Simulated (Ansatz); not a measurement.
# The perfect W wire along [110], 33 atoms a period, part 2 of 2

Wanted: the relaxed geometry and the bands of the W wire along [110], 33 atoms a period.

Ansatz 0.2.0; DFT PBE, plane waves, PAW; relaxation of a wire's period; PAW set soft_1 (the session's first sound run).

So far. Step 2 (Relaxing the period): The cell's length comes to 4.390 Å with spin left out.

## 3. The wire at its relaxed period

This step: DFT PBE, plane waves, PAW; bands of a perfect wire; PAW set soft_1 (Ansatz 0.2.0).

At the relaxed period the bands are computed along the axis; those that cross an energy going forward count the channels that a perfect wire would open there.

Contents of input.yaml:

```yaml
crystal:
  lattice:
    - [19.48, 0.0, 0.0]
    - [0.0, 15.766, 0.0]
    - [0.0, 0.0, 4.389865515]
  atoms:
    - { symbol: W, position: [0.179610114, 0.500003615, 0.0] }
    - { symbol: W, position: [0.257851321, 0.631603597, 0.0] }
    - { symbol: W, position: [0.335248146, 0.500003615, 0.0] }
    - { symbol: W, position: [0.342427973, 0.77231051, 0.0] }
    - { symbol: W, position: [0.419109334, 0.6440046, 0.0] }
    - { symbol: W, position: [0.5, 0.500003615, 0.0] }
    - { symbol: W, position: [0.5, 0.782097991, 0.0] }
    - { symbol: W, position: [0.580890666, 0.6440046, 0.0] }
    - { symbol: W, position: [0.664751854, 0.500003615, 0.0] }
    - { symbol: W, position: [0.657572027, 0.77231051, 0.0] }
    - { symbol: W, position: [0.742148679, 0.631603597, 0.0] }
    - { symbol: W, position: [0.820389886, 0.500003615, 0.0] }
    - { symbol: W, position: [0.249853806, 0.500003615, 0.5] }
    - { symbol: W, position: [0.334726026, 0.356904176, 0.5] }
    - { symbol: W, position: [0.334726026, 0.643103054, 0.5] }
    - { symbol: W, position: [0.419975462, 0.219607935, 0.5] }
    - { symbol: W, position: [0.417432844, 0.500003615, 0.5] }
    - { symbol: W, position: [0.419975462, 0.780399295, 0.5] }
    - { symbol: W, position: [0.5, 0.355891149, 0.5] }
    - { symbol: W, position: [0.5, 0.644116081, 0.5] }
    - { symbol: W, position: [0.580024538, 0.219607935, 0.5] }
    - { symbol: W, position: [0.582567156, 0.500003615, 0.5] }
    - { symbol: W, position: [0.580024538, 0.780399295, 0.5] }
    - { symbol: W, position: [0.665273974, 0.356904176, 0.5] }
    - { symbol: W, position: [0.665273974, 0.643103054, 0.5] }
    - { symbol: W, position: [0.750146194, 0.500003615, 0.5] }
    - { symbol: W, position: [0.257851321, 0.368403633, 0.0] }
    - { symbol: W, position: [0.342427973, 0.22769672, 0.0] }
    - { symbol: W, position: [0.419109334, 0.35600263, 0.0] }
    - { symbol: W, position: [0.5, 0.217909239, 0.0] }
    - { symbol: W, position: [0.580890666, 0.35600263, 0.0] }
    - { symbol: W, position: [0.657572027, 0.22769672, 0.0] }
    - { symbol: W, position: [0.742148679, 0.368403633, 0.0] }
kpoints:
  mp_grid: { grid: [1, 1, 19] }
  band_path: { path: ["Γ", Z], npoints: 90 }
scf:
  occupations: { method: fermi_dirac, width: 0.05 }
hamiltonian:
  xc: pbe
  pseudopotentials: { kind: paw, azcp: { folder: soft_1 } }
output:
  dos: { e_range: [-5, 4] }
  write_potential: true
  write_density: true
  volumetric_format: npy
```

On the command line:

```
> ansatz run input.yaml --threads 4 --pin off --max-ram 16384MiB --backend cpu --events-out ev --progress --plain --runs-dir out
```

Numbers of over 12 decimals in the logs are rounded to 6 here.

The log of the run:

```text
[...]
Crystal: 33 atoms, lattice volume = 1348.223 Å³
Basis set: ecut = 420 eV, 26463 PW (Γ)
Bands: 278, of which v1, the nominal top of the filled ones, is band 231 counted from 1 (230 counted from 0)
Symmetry: 8 space group operations
[...]
k-points: 10 of 19
[...]
SCF iter   1: F=—  HF=-342720.590504 eV  |F-HF|=—  |Δ(HF+E_count)|=         —  Δρ=4.80e-2  dr2=2.09e2  ethr=3.10e-3  ⟨swp⟩=10.3  Hψ=13750  notcnv=0  defer=3
[...]
SCF iter  13: F=-342696.505469 eV  HF=-342696.505469 eV  |F-HF|=2.33e-10  |Δ(HF+E_count)|=   7.90e-8  Δρ=6.61e-7  dr2=1.51e-8  ethr=2.16e-11  ⟨swp⟩=18.1  Hψ=11624  notcnv=0
SCF 1 converged in 13 iterations: F = -342696.505469 eV  dr2 = 1.51e-8
[...]
NSCF: frozen V_eff on 91 k-points
WARN: pass on a band path, mesh or list of k-points: the 91 k-points are solved 48 at a time at the most, because the 14.40 GiB of host memory that the pass is priced against does not hold them all with the solver's workspace as planned. The pass can take longer, above all where fewer k-points are solved at a time than the run has threads. As a rule a larger memory budget leaves room for more at once. The budget is what a run with no `--max-ram-frac` typed is planned for, 0.8 of the host's memory or its container's limit. More memory there lifts it, and so does a share over 0.88 that is typed (of such a share the budget is ten elevenths): [rest of the remark cut]
WARN: The output density's exchange-correlation potential varies sharply where the density is thin. Do not read a vacuum level from v_tot or v_xc, or from such a field of the output density. On a cell that repeats whose density bears no net charge and no dipole along the vacuum's axis use v_es (v_loc + v_h of the components); under efield.dipole_correction with no amplitude use v_es + v_field, which holds any externa [...]
SCF converged after 13 iterations
Free energy (F): -342696.505469 eV
[...]
Internal energy: -342696.240384 eV  (E = F + TS)
E sigma→0 (E₀):  -342696.372926 eV
Entropy (-TS):   -0.265085 eV (-8.033 meV/atom)
Fermi energy:    6.344283 eV
[...]
--- Band table (eV; the first three rows and the last of 10) ---
  k-point 0: bands = [... 227 lower, 6.0382, 6.0483, 6.2840, 6.3953, 6.3998, 6.4485, 6.4824, 6.6071, ... 43 higher]
  k-point 1: bands = [... 227 lower, 6.0498, 6.0530, 6.2632, 6.4229, 6.4497, 6.4566, 6.4796, 6.5552, ... 43 higher]
  k-point 2: bands = [... 227 lower, 6.0764, 6.1099, 6.2714, 6.4357, 6.4441, 6.4687, 6.4851, 6.5552, ... 43 higher]
  k-point 9: bands = [... 227 lower, 5.9583, 6.1161, 6.1830, 6.2204, 6.2516, 6.2537, 6.3379, 6.3917, ... 43 higher]
```

It took 6.8 min on 4 threads of Intel Xeon Platinum 8375C at 2.90GHz (Ice Lake), shared host; peak memory 11 GiB; 27 min of CPU time.

Reading the cycles: dr2 is the Hartree energy of the density residual (eV), the measure of convergence; HF is the Harris–Foulkes estimate of the energy, which meets the free energy F at convergence.

This step gave:

| Item | Value |
| --- | --- |
| energy at zero smearing | -342696.3729 eV |
| band gap | 0 eV |

The electronic bands at the labelled points (eV, zero at the Fermi level; # counts the bands kept):

```csv
point,#33,#34,#35,#36,#37,#38,#39,#40
Γ,-0.31,-0.30,-0.06,0.05,0.06,0.10,0.14,0.26
halfway,-0.10,-0.07,-0.04,-0.02,0.12,0.14,0.15,0.16
Z,-0.39,-0.23,-0.17,-0.11,-0.10,-0.08,-0.02,0.05
```

Between Γ and Z the bands cross the Fermi level 6 times, so a perfect wire would conduct at least 6 G₀, with spin left out.

## 4. Outcome

- cell length, PBE: 4.390 Å
- ballistic conductance by band crossings, a lower bound, PBE: 6 G₀

In words: Under PBE the cell's length is 4.39 Å, and the bands cross the Fermi level 6 times between Γ and Z, which gives a perfect wire at least 6 G₀ (opposite crossings within one step of the path cancel in such a count). No spin was allowed, though thin wires with open d shells can turn magnetic. Spin-orbit coupling is left out, which matters for the bands of heavy atoms.

[Logs are printed without paths, hosts, clocks, repeated set-up lines and the standing remarks that a program may print on its own settings, such as how far it seeks lower states.]

[Hosts, paths, dates, database ids (printed as entryN), source tags and the programs' standing remarks are cut or masked in the printed files.]
